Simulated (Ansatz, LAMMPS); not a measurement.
## 71TiO2-29Al2O3 (mol %) with crystalline order left by the classical run (122 atoms) in motion

Wanted: a short trajectory of 71TiO2-29Al2O3 (mol %) with crystalline order left by the classical run (122 atoms) with its pair distributions.

Calculated with Ansatz 0.2.0; Kohn-Sham DFT, revPBE, PAW (set soft_2), plane waves.

**1. Set-up**

The cell holds 122 atoms: 24 Ti, 20 Al and 78 O. Cell: a = 11.191 Å, b = 11.191 Å, c = 11.191 Å, α = 90.0°, β = 90.0°, γ = 90.0°. 122 atoms (24 Ti, 20 Al, 78 O) placed at random at 3.34 g/cm³, melted at 4000 K for 10 ps at fixed volume with the Morse and Coulomb pair potential with partial charges (Pedone, Malavasi, Menziani, Cormack and Segre, J. Phys. Chem. B 110, 11780 (2006)). Quenched from 4000 K to 300 K at 6 K/ps and fixed volume, held 10 ps at zero pressure, then minimised at fixed cell.

What the set-up can't give: The quench rate of 6 K/ps far exceeds what a furnace or splat quench reaches, so expect more defects and frozen-in strain than in a real sample. The starting topology of bonds comes from the classical model. Only the Γ point is sampled, in a cell whose shortest periodic width is 11 Å.

**2. Dynamics at 300 K**

Without a thermostat the total energy must stay constant, which tests forces and time step. The time step is 1.0 fs.

Contents of input.yaml:

```yaml
crystal:
  lattice:
    - [11.19122, 0.0, 0.0]
    - [0.0, 11.19122, 0.0]
    - [0.0, 0.0, 11.19122]
  atoms:
    - { symbol: Ti, position: [0.65461, 0.2458, 0.03459] }
    - { symbol: Ti, position: [0.00455, 0.90376, 0.35588] }
    - { symbol: Ti, position: [0.58685, 0.30479, 0.31329] }
    - { symbol: Ti, position: [0.85005, 0.47407, 0.61641] }
    [... 112 atom lines left out ...]
    - { symbol: O, position: [0.09874, 0.7924, 0.97671] }
    - { symbol: O, position: [0.20169, 0.14027, 0.25181] }
    - { symbol: O, position: [0.0611, 0.01459, 0.45299] }
    - { symbol: O, position: [0.54342, 0.48407, 0.34373] }
    - { symbol: O, position: [0.49792, 0.75419, 0.77907] }
    - { symbol: O, position: [0.04484, 0.99281, 0.84899] }
kpoints:
  mp_grid: { grid: [1, 1, 1] }
hamiltonian:
  xc: revpbe
scf:
  occupations: { method: fixed }
output:
  forces: true
  stress: true
md:
  timestep: 1.0
  n_steps: 119
  ensemble: nve
  temperature: 300
  initial_velocities: maxwell_boltzmann
  seed: 9469
```

The run is started by

```bash
$ ansatz run input.yaml --threads 4 --pin off --max-ram 8192MiB --backend cpu --events-out ev --progress --plain --runs-dir out
```

Run time: 30 min. Hardware: 4 threads of Arm Neoverse V2, shared host; peak memory 2.2 GiB.

The program notes that the SCF threshold is loose for the stress and it switched symmetry off.

Rows from the run:

```
time (fs)  T (K)  potential (meV/atom)  conserved (meV/atom)
      0.0    300                   0.0                  0.00
      8.0    287                   1.7                  0.02
     16.0    341                  -5.2                  0.00
     24.0    333                  -4.2                  0.01
     32.0    292                   1.1                  0.01
     40.0    250                   6.4                  0.03
     48.0    291                   1.2                  0.01
     56.0    303                  -0.3                  0.01
     63.0    299                   0.1                  0.01
     71.0    304                  -0.5                  0.01
     79.0    299                   0.1                  0.02
     87.0    325                  -3.2                  0.00
     95.0    312                  -1.6                  0.01
    103.0    293                   0.9                  0.02
    111.0    312                  -1.6                  0.01
    119.0    325                  -3.2                  0.01
```

Mean square displacement from the first frame to the last: Ti 0.046 Å², Al 0.032 Å², O 0.050 Å².

Table of mean square displacement by time lag:

```
time lag (fs)  Al (Å²)   O (Å²)  Ti (Å²)
          1.0   2.8e-5   4.5e-5   1.9e-5
          3.0   2.5e-4   4.0e-4   1.7e-4
          5.0   6.9e-4  0.00109   4.6e-4
          8.0  0.00172  0.00272  0.00116
         10.0  0.00264  0.00414  0.00179
         13.0  0.00428  0.00665  0.00294
         15.0  0.00552  0.00852  0.00384
         18.0  0.00751   0.0115  0.00535
         20.0  0.00890   0.0135  0.00644
         23.0   0.0110   0.0164  0.00818
         25.0   0.0123   0.0183  0.00939
         28.0   0.0143   0.0209   0.0113
         30.0   0.0155   0.0224   0.0125
         32.0   0.0167   0.0239   0.0138
         35.0   0.0183   0.0258   0.0157
         37.0   0.0192   0.0269   0.0169
         40.0   0.0205   0.0284   0.0188
         42.0   0.0213   0.0293   0.0200
         45.0   0.0223   0.0304   0.0218
         47.0   0.0229   0.0311   0.0230
         50.0   0.0238   0.0320   0.0247
         52.0   0.0243   0.0325   0.0258
         55.0   0.0250   0.0332   0.0273
         57.0   0.0255   0.0336   0.0283
         60.0   0.0262   0.0342   0.0298
```

Over the second half of 119 fs the temperature averages 308 K with swings of 11 K r.m.s. The conserved energy stays within 0.03 meV/atom. From first frame to last O has the largest mean square displacement, 0.050 Å² at the end; the farthest move is 0.53 Å. The count of bonds goes from 209 in the first frame to 215 in the last, by one set of cutoffs: 0 pairs passed out of them and 6 came within. The run spans 0.12 ps, too short for its means to be equilibrium values.

**3. Distances and neighbours late in the run**

The g(r) is a mean over the second half; what follows it is taken at the last frame.

Density 3.48 g/cm³, 11.49 Å³ an atom.

Mean of 13 frames. g(r), total and by pair (bins of 0.2 Å):

```
r (Å)  total   O-O  O-Ti  O-Al  Ti-Ti  Ti-Al  Al-Al
 1.60   0.06  0.00  0.07  0.22   0.00   0.00   0.00
 1.80   2.83  0.00  5.17  7.25   0.00   0.00   0.00
 2.00   1.26  0.00  3.31  2.00   0.00   0.00   0.00
 2.20   0.26  0.01  0.91  0.14   0.00   0.00   0.00
 2.40   0.22  0.31  0.27  0.09   0.00   0.00   0.04
 2.60   0.73  1.55  0.09  0.17   0.00   0.04   1.22
 2.80   1.38  3.12  0.11  0.16   0.11   0.47   0.39
 3.00   1.54  2.83  0.22  0.44   1.00   2.47   1.46
 3.20   1.15  1.26  0.57  0.75   1.31   2.81   3.69
 3.40   0.97  0.52  0.95  1.17   1.83   2.51   1.75
 3.60   0.99  0.47  1.31  1.31   2.29   1.37   0.73
 3.80   0.92  0.65  1.26  1.21   0.81   0.64   0.27
 4.00   0.85  0.54  1.05  1.16   1.24   0.68   0.89
 4.20   0.91  0.48  1.44  1.21   0.75   0.59   1.07
 4.40   1.00  0.49  1.68  1.44   0.57   0.58   0.70
 4.60   1.09  0.66  1.46  1.50   1.48   0.95   0.59
 4.80   1.04  1.29  0.85  0.84   1.15   0.95   0.71
 5.00   1.12  1.73  0.65  0.61   0.81   1.06   0.81
 5.20   1.10  1.65  0.60  0.75   0.91   1.01   0.87
 5.40   0.92  1.21  0.69  0.66   0.94   0.92   0.57
```

Bonds by pair of elements; cutoffs follow the first minimum of g(r), held within bounds set by covalent radii, and pairs that aren't listed don't count as bonded:

```
pair A-B  cutoff (Å)  bonds  mean length (Å)  spread (Å)  shortest (Å)  B about A  A about B
    O-Ti        2.64    123             1.95       0.155          1.68       1.58       5.12
    O-Al        2.33     92             1.85       0.098          1.66       1.18        4.6
```

How many atoms have how many bonded neighbours:

```
element  mean   2   3   4  5   6
     Al   4.6   0   0  11  6   3
      O  2.76  23  51   4  0   0
     Ti  5.12   0   0   8  5  11
```

Bond angles (no mean is given where the spread exceeds 20°):

```
  angle  count  mean (°)  spread (°)
 O-Ti-O    263         -           -
 O-Al-O    171         -           -
Al-O-Ti    108       116        19.4
Ti-O-Ti     56         -           -
Al-O-Al     36       116        18.1
```

Oxygen atoms by the number of network formers (Si, P, Ge, B, Al, As, Ga) bound to them:

```
network formers bound to O  O atoms  per cent
                         0       17      21.8
                         1       35      44.9
                         2       21      26.9
                         3        5       6.4
```

Network units: each former by its oxygen neighbours and how many of them bridge to another former:

```
former  O neighbours  bridging O  atoms
    Al             4           1      2
    Al             4           2      5
    Al             4           3      4
    Al             5           3      2
    Al             5           4      3
    Al             5           5      1
    Al             6           2      1
    Al             6           4      2
```

Bond length by coordination (bonds to H left out):

```
element  coordination  atoms  mean bond length (Å)
     Al             4     11                  1.80
     Al             5      6                  1.89
     Al             6      3                  1.94
      O             2     23                  1.80
      O             3     51                  1.93
      O             4      4                  2.02
     Ti             4      8                  1.84
     Ti             5      5                  1.93
     Ti             6     11                  2.01
```

Rings of the network by King's shortest-path rule, up to 12 atoms, one path for each pair of neighbours; H, halogens, alkali and alkaline-earth atoms are left out, and the last column divides by all other atoms, bonded or not:

```
ring size (atoms)  rings  per network atom
                4     35             0.287
                6     68             0.557
                8    104             0.852
               10     52             0.426
               12     14             0.115
```

For some of the pairs, g(r) has its first main peak near 2.8 Å (O-O), 1.9 Å (O-Ti), 1.8 Å (O-Al) and 3.6 Å (Ti-Ti). Counting bonds as in the table, 55 % of Al atoms have 4, 65 % of O atoms have 3 and 46 % of Ti atoms have 6 bonded neighbours. Counting bonds to Al alone, not to Ti, 27 % of the oxygens join two of these atoms and 45 % one; 6 % join three; 22 % join none. The commonest Al unit has 4 oxygens, 2 of them shared with other formers (5 of 20 atoms). Rings of 8 atoms are the most common (38 % of those counted); sizes run from 4 to 12, where the search stops.

**4. Single point at the last frame**

The last frame is solved again with fuller output, to read the electronic structure of a thermally displaced geometry.

Contents of input.yaml:

```yaml
crystal:
  lattice:
    - [11.19122, 0.0, 0.0]
    - [0.0, 11.19122, 0.0]
    - [0.0, 0.0, 11.19122]
  atoms:
    - { symbol: Ti, position: [0.64795, 0.27223, 0.01696] }
    - { symbol: Ti, position: [0.00967, 0.90187, 0.35128] }
    - { symbol: Ti, position: [0.59351, 0.29916, 0.31107] }
    - { symbol: Ti, position: [0.84511, 0.49041, 0.62602] }
    [... 112 atom lines left out ...]
    - { symbol: O, position: [0.10256, 0.78996, 0.982] }
    - { symbol: O, position: [0.1971, 0.14004, 0.26926] }
    - { symbol: O, position: [0.05261, 0.00841, 0.4611] }
    - { symbol: O, position: [0.54426, 0.47735, 0.34117] }
    - { symbol: O, position: [0.50327, 0.73773, 0.76969] }
    - { symbol: O, position: [0.02129, 0.98134, 0.85923] }
kpoints:
  mp_grid: { grid: [1, 1, 1] }
hamiltonian:
  xc: revpbe
scf:
  occupations: { method: fixed }
output:
  forces: true
  stress: true
  populations: true
  dos:
    method: { smearing: { sigma: 0.15 } }
    de: 0.1
    projected: { site_lists: { Al: [Al], O: [O], Ti: [Ti] } }
  eigenvalues: true
  write_density: true
  write_potential: true
  volumetric_format: npy
  elf: true
```

The job ended after 46 s (4 threads; peak memory 2.1 GiB; 2.9 min of CPU time).

The run gave:

- free energy: -115371.9944 eV
- free energy per atom: -945.6721 eV/atom
- SCF cycles: 13
- pressure: 4.697 GPa
- r.m.s. force component: 0.6391 eV/Å
- longest force: 2.696 eV/Å
- Fermi energy: 6.457 eV
- gap (highest filled to lowest empty level): 2.424 eV
- spilling of the projection: 0.004984

Neighbours are counted within 2.64 Å (O-Ti), 2.33 Å (O-Al), the cutoffs taken from the dynamics.

Length of the force by element and coordination:

```
element  coordination  atoms  mean length of the force (eV/Å)  spread  least   most
     Al           all     20                             1.03   0.424  0.398   1.78
     Al             4     11                             1.17   0.412  0.481   1.78
     Al             5      6                            0.744   0.172  0.398  0.889
     Al             6      3                             1.13   0.525  0.424   1.68
      O           all     78                            0.940   0.423  0.214   2.64
      O             2     23                            0.862   0.313  0.382   1.70
      O             3     51                            0.984   0.470  0.214   2.64
      O             4      4                            0.836   0.174  0.614   1.07
     Ti           all     24                             1.21   0.517  0.417   2.70
     Ti             4      8                             1.41   0.499  0.676   2.09
     Ti             5      5                            0.950   0.192  0.770   1.24
     Ti             6     11                             1.18   0.571  0.417   2.70
```

Löwdin charges by element and coordination (they lack the spilled electrons, 0.033 e an atom on average):

```
element  coordination  atoms  mean charge (e)  spread   least    most
     Al           all     20             1.25  0.0493    1.14    1.35
     Al             4     11             1.28  0.0359    1.21    1.35
     Al             5      6             1.22  0.0275    1.17    1.26
     Al             6      3             1.18  0.0276    1.14    1.21
      O           all     78           -0.701  0.0832  -0.882  -0.502
      O             2     23           -0.622  0.0631  -0.739  -0.502
      O             3     51           -0.730  0.0686  -0.882  -0.613
      O             4      4           -0.771  0.0195  -0.790  -0.740
     Ti           all     24             1.41  0.0276    1.36    1.48
     Ti             4      8             1.40  0.0236    1.36    1.42
     Ti             5      5             1.39  0.0126    1.38    1.41
     Ti             6     11             1.42  0.0309    1.38    1.48
```

States in the cell by windows of 1 eV, zero at the Fermi level; the larger projections on atomic orbitals stand beside the total:

```
from (eV)  to (eV)  total   O p  Ti d   O s
      -18      -17   56.9   0.3   1.8  44.2
      -17      -16   79.5   0.3   3.8  67.3
      -16      -15    8.2   0.0   0.4   7.2
      -15       -7    0.0   0.0   0.0   0.0
       -7       -6    6.5   4.7   0.4   0.1
       -6       -5   30.1  21.7   2.7   0.7
       -5       -4   73.6  54.1  10.7   0.8
       -4       -3   98.6  76.2  14.8   0.8
       -3       -2   99.9  83.8  10.7   0.9
       -2       -1   98.6  88.0   7.1   0.7
       -1        0   59.6  55.4   2.7   0.3
        0        1    1.0   0.9   0.0   0.0
        1        2    0.0   0.0   0.0   0.0
        2        3   35.0   3.7  30.1   0.2
        3        4   65.9  10.2  52.3   0.8
        4        5   62.4  11.6  44.5   2.4
```

With fixed occupations the program's Fermi level is the highest filled level; weight inside the gap is the broadening of levels at its edges.

Between -26 and -18 eV lie 11 more states.

The stored curve holds about 624 of the 816 electrons; the rest, give or take the few that broadening carries across the Fermi level, lie in deeper levels below its range.

The levels nearest the highest filled one (over half full), pooled over k-points and spins:

```
level less the highest filled one (eV)  occupation
                                -0.337           2
                                -0.297           2
                                -0.277           2
                                -0.222           2
                               -0.0909           2
                                     0           2
                                  2.42           0
                                  2.48           0
                                  2.55           0
                                  2.56           0
                                  2.60           0
                                  2.63           0
```

Mean Löwdin charges: Al +1.25, O -0.70, Ti +1.41 e (they miss 0.50 % of the electrons, so they add up to more than the cell's charge). The largest share in the top eV of filled states is O p (94 % of the projected weight), and in the lowest eV of empty states Ti d (85 % of the projected weight).

**5. What came out**

```
mean temperature, second half                                : 308 K
temperature swing, second half                               : 10.99 K
mean pressure, second half                                   : 5.392 GPa
slope of the conserved energy against time, by least squares : -0.01 meV/atom/ps
free energy per atom                                         : -945.6721 eV/atom
pressure                                                     : 4.697 GPa
r.m.s. force component                                       : 0.6391 eV/Å
gap (highest filled to lowest empty level)             : 2.424 eV
wall time of the 2 DFT runs                                  : 31 min
```

In words: Over the second half of 119 fs the temperature averages 308 K with swings of 11 K r.m.s. The conserved energy stays within 0.03 meV/atom. The count of bonds goes from 209 in the first frame to 215 in the last, by one set of cutoffs: 0 pairs passed out of them and 6 came within. The run spans 0.12 ps, too short for its means to be equilibrium values. Counting bonds as in the table, 55 % of Al atoms have 4, 65 % of O atoms have 3 and 46 % of Ti atoms have 6 bonded neighbours. Counting bonds to Al alone, not to Ti, 27 % of the oxygens join two of these atoms and 45 % one; 6 % join three; 22 % join none. The highest filled and lowest empty levels differ by 2.42 eV (at Γ alone); a semilocal functional tends to put such gaps too low. In a disordered cell it changes from sample to sample, and tail or defect levels can set it.

**Limits.** The starting topology of bonds comes from the classical model; in DFT 0 of its 209 bonded pairs passed out of the cutoffs and 6 came within them. The pressure of 4.7 GPa is that of one thermal frame at a volume set beforehand, without the kinetic term.

[Logs are printed without paths, hosts, clocks, repeated set-up lines and the standing remarks that a program may print on its own settings, such as how far it seeks lower states.]

[Hosts, paths, dates, database ids (printed as entryN), source tags and the programs' standing remarks are cut or masked in the printed files.]
